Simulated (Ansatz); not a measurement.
# NaGeCl3 (model cell, started as cubic perovskite with Ge in the octahedra): a soft mode frozen in

Wanted: the energy along a soft mode of NaGeCl3 (model cell, started as cubic perovskite with Ge in the octahedra) and the structure at the end.

Method: DFT PBEsol, scalar-relativistic, plane waves, PAW; PAW set soft_1, in Ansatz 0.2.0.

Most raw output is cut from this account.

The structure was built from a prototype and need not be the compound's stable phase.

## Step 1: Starting point

Symmetry: Pm-3m, No. 221, cubic system. Conventional cell: a = 5.127 Å, b = 5.127 Å, c = 5.127 Å, α = 90.00°, β = 90.00°, γ = 90.00°. Na has 12 Cl at 3.63 Å nearest. Nearest to Ge lie 6 Cl at 2.56 Å. Nearest to Cl lie 2 Ge at 2.56 Å. Farther neighbours and most contacts between anions are not listed.

## Step 2: Response at finite wavevector

The cell comes from relaxations at this level that are not shown. Stability and thermal properties need the whole zone. Linear response on a 2×2×2 q mesh gives force constants as far as a supercell of that size would, and the tensors from the zone-centre run are typed in so that the long-range dipole term is interpolated apart.

Contents of input.yaml:

```yaml
crystal:
  lattice:
    - [5.1274103071, 0.0, 0.0]
    - [0.0, 5.1274103071, 0.0]
    - [0.0, 0.0, 5.1274103071]
  atoms:
    - { symbol: Na, position: [0.0, 0.0, 0.0] }
    - { symbol: Ge, position: [0.5, 0.5, 0.5] }
    - { symbol: Cl, position: [0.5, 0.5, 0.0] }
    - { symbol: Cl, position: [0.5, 0.0, 0.5] }
    - { symbol: Cl, position: [0.0, 0.5, 0.5] }
kpoints:
  mp_grid: { grid: [12, 12, 12] }
hamiltonian:
  xc: pbesol
  pseudopotentials: { kind: paw, azcp: { folder: soft_1 }, xc_functional: pbe }
scf:
  occupations: { method: fixed }
output:
  eigenvalues: true
phonons:
  method: dfpt
  qmesh: [2, 2, 2]
  temperatures: { t_max: 1000, t_step: 50 }
  qpath:
    path:
      - [[0.0, 0.0, 0.0], [0.0, 0.5, 0.0], [0.5, 0.5, 0.0], [0.0, 0.0, 0.0], [0.5, 0.5, 0.5], [0.0, 0.5, 0.0]]
      - [[0.5, 0.5, 0.5], [0.5, 0.5, 0.0]]
    npoints: 10
  non_analytic_term:
    high_frequency_dielectric_tensor: [[7.5307, 0.0, 0.0], [0.0, 7.5307, 0.0], [0.0, 0.0, 7.5307]]
    born_effective_charges:
      - { species: Na, tensor: [[1.3094, 0.0, 0.0], [0.0, 1.3094, 0.0], [0.0, 0.0, 1.3094]] }
      - { species: Ge, tensor: [[5.0496, 0.0, 0.0], [0.0, 5.0496, 0.0], [0.0, 0.0, 5.0496]] }
      - { species: Cl, tensor: [[-0.545, 0.0, 0.0], [0.0, -0.545, 0.0], [0.0, 0.0, -5.269]] }
      - { species: Cl, tensor: [[-0.545, 0.0, 0.0], [0.0, -5.269, 0.0], [0.0, 0.0, -0.545]] }
      - { species: Cl, tensor: [[-5.269, 0.0, 0.0], [0.0, -0.545, 0.0], [0.0, 0.0, -0.545]] }
    source: "zone-centre run at this cell"
```

Started as:

```bash
ansatz run input.yaml --threads 8 --pin off --max-ram 16384MiB --backend cpu --events-out ev --progress --plain --runs-dir out
```

It took 5 min on 8 threads of Arm Neoverse V1, shared host; peak memory 3 GiB; 39 min of CPU time.

This step gave:

```yaml
gap_on_the_k_mesh: 0.3477 eV
volume_per_atom: 26.96 Å³
sum_rule_residual_before_enforcement: 5.85e-5 eV/Å²
lowest_frequency_on_the_path: -89.48 cm⁻¹
point_group: m-3m
highest_frequency_on_the_path_or_at_a_solved_wavevector: 269 cm⁻¹
highest_optical_mode_at_the_zone_centre_no_lo_to_term: 103.3 cm⁻¹
lowest_optical_zone_centre_mode: -89.48 cm⁻¹
lowest_mode_on_the_q_mesh_acoustic_modes_at_gamma_apart: -89.48 cm⁻¹
```

Frequencies (cm⁻¹) solved at each irreducible wavevector; negative means imaginary. Frequencies by wavevector, by row:

```csv
q in reciprocal lattice units,star,mode 1,mode 2,mode 3,mode 4,mode 13,mode 14,mode 15
0 0 0,1,-89.5,-89.5,-89.5,0,103.3,103.3,103.3
0 0 -0.5,3,-82.2,-82.2,-20.4,-20.4,88.1,185.2,256.6
0 -0.5 -0.5,3,-79.4,-79.4,-74.2,-71,186.1,231.5,262.1
-0.5 -0.5 -0.5,1,-83.5,-83.5,-83.5,-74.2,231.1,231.1,269
```

Interpolated from a 2×2×2 q mesh, with the LO-TO term (at Γ the limit along the path; where Γ stands inside the path, tables give the limit on arrival). The phonon branches at the labelled points (cm⁻¹):

```csv
point,branch 1,branch 2,branch 3,branch 4,branch 12,branch 13,branch 14,branch 15
Γ,-90,-90,-84,0,102,103,103,243
halfway,-86,-86,-47,2,98,98,145,250
X,-82,-82,-20,-20,88,88,185,257
halfway,-82,-77,-54,-50,142,176,185,257
M,-79,-79,-74,-71,186,186,232,262
halfway,-82,-78,-61,-34,126,144,166,242
Γ,-90,-90,-84,0,102,103,103,243
halfway,-79,-79,-66,-43,145,167,167,237
R,-84,-84,-84,-74,177,231,231,269
halfway,-80,-79,-68,-56,168,183,184,257
X,-82,-82,-20,-20,88,88,185,257
jump to R,-84,-84,-84,-74,177,231,231,269
halfway,-81,-81,-78,-74,182,182,231,263
M,-79,-79,-74,-71,186,186,232,262
```

Symmetry leaves 4 wavevectors to solve. The lowest mode among them, the acoustic zeros apart, lies at Γ and is imaginary, 89.5i cm⁻¹, so the energy falls along it.

## Step 3: The mode frozen in, largest atomic shift 0 Å

The mode followed lies at Γ with frequency 89.5i cm⁻¹ and is 3-fold degenerate, the softest among the wavevectors solved. At small amplitude the distorted cell has space group no. 99 by a symmetry search on the positions. The undistorted cell that holds it gives the zero of energy on the same k mesh.

input.yaml, the sections that differ from step 2:

```yaml
scf:
  occupations: { method: gaussian, width: 0.02 }
output:
  forces: true
  stress: true
  eigenvalues: true
# crystal, kpoints, hamiltonian: as in step 2
# phonons: removed
```

The job ended after 2.9 s (8 threads; peak memory 0.67 GiB; 21 s of CPU time).

Numbers from this step:

- pressure: -2.60e-5 GPa
- energy from the undistorted cell: 0 meV/atom

At this level the gap is 0.35 eV on the k-mesh of the self-consistent run, which can miss the band edges.

## Step 4: The mode frozen in, largest atomic shift 0.6 Å

The atoms are moved along the unstable eigenvector, the largest shift by 0.6 Å, with the cell fixed.

input.yaml, the sections that differ from step 3:

```yaml
crystal:
  lattice:
    - [5.1274103071, 0.0, 0.0]
    - [0.0, 5.1274103071, 0.0]
    - [0.0, 0.0, 5.1274103071]
  atoms:
    - { symbol: Na, position: [0.0, 0.1170181367, 0.0] }
    - { symbol: Ge, position: [0.5, 0.4986810348, 0.5] }
    - { symbol: Cl, position: [0.5, 0.4689844063, 0.0] }
    - { symbol: Cl, position: [0.5, -0.0111542435, 0.5] }
    - { symbol: Cl, position: [0.0, 0.4689844063, 0.5] }
# kpoints, hamiltonian, scf, output: as in step 3
```

Elapsed: 12 s, on 8 threads; peak memory 0.88 GiB.

This step gave:

| Item | Value |
| --- | --- |
| pressure | 0.3199 GPa |
| gap on the k-mesh | 0.5432 eV |
| energy from the undistorted cell | -23.65 meV/atom |

The energy, extrapolated to zero smearing, is -23.65 meV/atom against the undistorted cell.

The run ends at a pressure of 0.32 GPa, with forces up to 0.24 eV/Å.

## Step 5: Energy along the mode, all amplitudes (two of the runs are shown above)

An imaginary frequency means negative curvature, so the energy should fall and then rise again as anharmonic terms take over.

Numbers from this step:

| Item | Value |
| --- | --- |
| depth at the lowest point sampled | 23.65 meV/atom |
| largest atomic shift at that point | 0.6 Å |

Energy from the parent against largest atomic shift:

```csv
largest atomic shift (Å),energy from the parent (meV/atom)
0.000,0
0.040,-0.133
0.080,-0.531
0.140,-1.61
0.220,-3.91
0.320,-7.99
0.450,-14.8
0.600,-23.6
```

Displacement at unit largest shift by atom:

```csv
atom,x (Å),y (Å),z (Å),size
Na1,0.00,1.00,0.00,1.00
Ge2,0.00,-0.01,0.00,0.01
Cl3,0.00,-0.27,0.00,0.27
Cl4,0.00,-0.10,0.00,0.10
Cl5,0.00,-0.27,0.00,0.27
```

The lowest of the steps tried is the last one, at 0.6 Å, 23.6 meV/atom below the parent; the bottom of the well need not coincide with a step.

## Step 6: Relaxing from the distorted cell

Starting from the lowest point found, all atoms and the cell are let go, so that strain and other modes of the same symmetry can join in.

input.yaml, as its differences from that of step 4:

```diff
@@ -17,3 +17,3 @@
 scf:
-  occupations: { method: gaussian, width: 0.02 }
+  occupations: { method: fixed }
 output:
@@ -22 +22,6 @@
   eigenvalues: true
+relax:
+  adjacent_minimum: "off"
+  f_tol: 0.002
+  max_steps: 120
+  cell: { stress_tol: 0.03 }
```

The job ended after 2.4 min (8 threads; peak memory 1 GiB).

Relaxation path:

```csv
step,energy less that of the first step (eV),largest force component (eV/Å),pressure (GPa),volume (Å³)
1,0.0000,0.2432,0.32,134.80
2,-0.0310,0.2305,-0.07,137.11
3,-0.0820,0.1396,0.16,137.61
4,-0.1108,0.2063,0.14,139.82
5,-0.1347,0.2091,0.26,141.93
6,-0.0895,1.1113,1.37,146.83
7,-0.1536,0.1589,0.04,146.05
8,-0.1550,0.2066,0.11,150.08
9,-0.1558,0.0681,-0.20,152.02
10,-0.1574,0.0726,0.19,149.01
11,-0.1583,0.0023,0.01,149.42
12,-0.1583,0.0010,0.00,149.37
13*,-0.1594,0.0018,0.00,149.37
```

Relaxation steps marked * repeat the geometry before them on a plane-wave basis chosen anew for their cell, so energy and pressure can jump there. Relaxation step 6 was tried and not accepted.

The run keeps the 8 symmetry operations that it works with, so distortions that break them were not tested.

```csv
"conventional cell, symmetrised",before,after,change
a (Å),5.127,5.256,+2.5 %
b (Å),5.127,5.256,+2.5 %
c (Å),5.127,5.406,+5.4 %
volume (Å³/atom),26.96,29.87,+10.8 %
```

The atoms that moved most (Å, as changes of fractional coordinates times the final cell):

```csv
atom,dx,dy,dz,length
Na1,0.000,0.769,0.000,0.769
Cl4,0.000,-0.387,0.000,0.387
Cl5,0.000,-0.173,0.000,0.173
Cl3,0.000,-0.173,0.000,0.173
Ge2,0.000,-0.036,0.000,0.036
```

This step gave:

* pressure: 7.39e-4 GPa
* gap on the k-mesh: 0.9951 eV
* volume per atom: 29.87 Å³

The distorted start has space group P4mm; the relaxation ends in P4mm.

## Step 7: The new phase in its own primitive cell

The relaxed structure is symmetrised, reduced to its primitive cell and relaxed tightly, as its phonons need.

input.yaml, the sections that differ from step 6:

```yaml
crystal:
  lattice:
    - [5.256343765, 0.0, 0.0]
    - [0.0, 5.256343765, 0.0]
    - [0.0, 0.0, 5.4063643001]
  atoms:
    - { symbol: Na, position: [0.0, 0.0, 0.7407026621] }
    - { symbol: Ge, position: [0.5, 0.5, 0.5080111618] }
    - { symbol: Cl, position: [0.5, 0.0, 0.5629927799] }
    - { symbol: Cl, position: [0.5, 0.5, 0.0827868757] }
    - { symbol: Cl, position: [0.0, 0.5, 0.5629927799] }
kpoints:
  mp_grid: { grid: [8, 8, 8] }
relax:
  adjacent_minimum: "off"
  f_tol: 0.001
  max_steps: 60
  cell: { stress_tol: 0.01 }
# hamiltonian, scf, output: as in step 6
```

Elapsed: 22 s, on 8 threads; peak memory 0.72 GiB.

Little changed from the start: no atom moved by 0.005 Å and no cell edge by 0.1 %.

Numbers from this step:

- pressure: -0.001389 GPa
- gap on the k-mesh: 0.9998 eV
- volume per atom: 29.90 Å³
- direct gap on mesh: 0.9998 eV

The largest force component left is 0.40 meV/Å and the pressure is -0.001 GPa, within the tolerances set. The cell now holds 29.90 Å³/atom.

## Step 8: Modes of the new phase, k-mesh 8×8×8

A relaxed structure may still be a saddle point, so its zone-centre modes are computed. The response to a homogeneous field gives the Born charges and the dielectric tensor.

input.yaml, the sections that differ from step 7:

```yaml
crystal:
  lattice:
    - [5.2574441233, 0.0, 0.0]
    - [0.0, 5.2574441233, 0.0]
    - [0.0, 0.0, 5.4089536631]
  atoms:
    - { symbol: Na, position: [0.0, 0.0, 0.740380063] }
    - { symbol: Ge, position: [0.5, 0.5, 0.5079382401] }
    - { symbol: Cl, position: [0.5, 0.0, 0.5630628737] }
    - { symbol: Cl, position: [0.5, 0.5, 0.083042209] }
    - { symbol: Cl, position: [0.0, 0.5, 0.5630628737] }
output:
  eigenvalues: true
phonons:
  method: dfpt
  dielectric: true
  rigid_motions: translations
# kpoints, hamiltonian, scf: as in step 7
# relax: removed
```

Wall time 3.1 min (8 threads); peak memory 4.2 GiB; 23 min of CPU time.

This step gave:

- sum-rule residual before enforcement: 2.79e-4 eV/Å²
- miss of the charge sum rule: 0.003505 e
- estimated error of the dielectric tensor: 0.02391
- estimated error of the Born charges: 0.05231 e
- point group: 4mm
- highest optical mode at the zone centre (no LO-TO term): 258.5 cm⁻¹
- lowest optical zone-centre mode: -54.27 cm⁻¹
- mean high-frequency dielectric constant: 4.776
- largest Born charge (third of the trace): 3.857 e
- top of the zone-centre spectrum with the field: 321.3 cm⁻¹

Without the LO-TO term. Patterns of degenerate modes are one choice out of their space. The modes at Γ (shares of kinetic energy by element, %) (negative means imaginary):

```csv
mode,frequency (cm⁻¹),symmetry,Na %,Ge %,Cl %
1,-54.3,E,0,18,82
2,-54.3,E,0,18,82
3,0.0,acoustic,11,36,53
4,0.0,acoustic,11,36,53
5,0.0,acoustic,11,36,53
6,58.4,E,23,0,77
7,58.4,E,23,0,77
8,74.3,A1,65,17,18
9,76.3,B1,0,0,100
10,101.4,E,16,45,39
11,101.4,E,16,45,39
12,108.6,A1,23,12,64
13,163.0,E,50,0,50
14,163.0,E,50,0,50
15,258.5,A1,0,35,65
```

Displacements in mode 2 (-54.3 cm⁻¹), the largest set to 1:
```
Na1  0.00  0.02  0.00
Ge2 -0.01 -0.35  0.00
Cl3  0.00  1.00  0.00
Cl4 -0.01 -0.33  0.00
Cl5  0.03  0.02  0.00
```

Displacements in mode 10 (101.4 cm⁻¹), the largest set to 1:
```
Na1  0.08 -0.97  0.00
Ge2 -0.08  0.93  0.00
Cl3  0.05  0.36  0.00
Cl4  0.08 -1.00  0.00
Cl5 -0.03 -0.64  0.00
```

Optical modes at the zone centre, without and with the macroscopic field of the longitudinal modes; each column is sorted by frequency, so a row need not hold one and the same mode. Modes with and without the field, by row:

```csv
rank among optical modes,no field (cm⁻¹),"q along (1, 0, 0) (cm⁻¹)","q along (0, 0, 1) (cm⁻¹)"
1,-54.3,-54.3,-54.3
2,-54.3,50.8,-54.3
3,58.4,58.4,58.4
4,58.4,74.3,58.4
5,74.3,76.3,76.3
6,76.3,98.8,82.1
7,101.4,101.4,101.4
8,101.4,108.6,101.4
9,108.6,150.7,121.3
10,163,163,163
11,163,239.7,163
12,258.5,258.5,321.3
```

Born charge (rows field, columns displacement) (e), principal values of the symmetric part by kind of site:

```csv
atom,atoms with these values,low,middle,high,mean
Na1,1,0.96,1.22,1.22,1.13
Ge2,1,3.05,4.26,4.26,3.86
Cl3,2,-4.50,-0.68,-0.48,-1.89
Cl4,1,-3.04,-0.30,-0.30,-1.22
```

In full for Na1:

```
1.22 0.00 0.00
0.00 1.22 0.00
0.00 0.00 0.96
```

High-frequency dielectric tensor:

```
5.37 0.00 0.00
0.00 5.37 0.00
0.00 0.00 3.59
```

Transverse modes; imaginary modes are left out. Infrared lines, with heights relative to the strongest:

```csv
position (cm⁻¹),label,relative intensity
58,E,48
74,A1,8.4
76,B1,0.0
101,E,14
109,A1,12
163,E,38
258,A1,100
```

Before it was imposed, the acoustic sum rule was missed by 2.8e-4 eV/Å² and the charge sum rule by 0.0035 e. Small misses are needed for a sound result but don't prove that mesh and cutoff are converged. The lowest optical mode is imaginary, 54.3i cm⁻¹, so the energy falls along it.

The log warns of the k mesh: “the force constants stand on the 8×8×8 k-mesh, whose period is 10.06 times the interband length at k = (-0.5000, -0.5000, -0.5000), direct gap 1.000 eV, under 14: take them and everything formed from them as unconverged”.

## Step 9: Summary of results

- unstable mode of the parent: q = (0, 0, 0), 90i cm⁻¹
- depth at the lowest point sampled: 23.6 meV/atom
- largest atomic shift at that point: 0.6 Å
- space group reached (within 0.01 Å): P4mm
- energy gained over the parent (first relaxation, on the mesh of the frozen mode): 55.5 meV/atom
- volume per atom, phase reached: 29.9 Å³
- gap on the k-mesh, phase reached: 1.000 eV
- lowest optical zone-centre mode, phase reached: -54.3 cm⁻¹
- highest optical mode at the zone centre (no LO-TO term), phase reached: 259 cm⁻¹

Along this mode the structure falls into P4mm, 55.5 meV/atom below the parent. At the parent's cell the well is 23.65 meV/atom deep on the steps tried, with its lowest point at a shift of 0.6 Å. That is the last step tried, so the steps alone don't bracket the bottom of the well. Relaxing atoms and cell changes the gain by +31.87 meV/atom against the lowest step (energies at zero smearing). The new phase still has an imaginary mode at the zone centre of its cell, so it is a saddle point on the way to a lower structure. Of the 6 patterns followed to their end from this parent, this one ends 32.7 meV/atom above the lowest, Imma. Each path keeps the symmetry of its pattern, so a lower phase may lie along a pattern not tried. With the field response the log warns that the k mesh is coarse for the force constants too, so the frequencies may not be converged. The PAW files were made for PBE and serve the other functionals too. The starting cell was built on a prototype and not taken from a measurement, so the phase need not exist.

[Logs are printed without paths, hosts, clocks, repeated set-up lines and the standing remarks that a program may print on its own settings, such as how far it seeks lower states.]

[Hosts, paths, dates, database ids (printed as entryN), source tags and the programs' standing remarks are cut or masked in the printed files.]
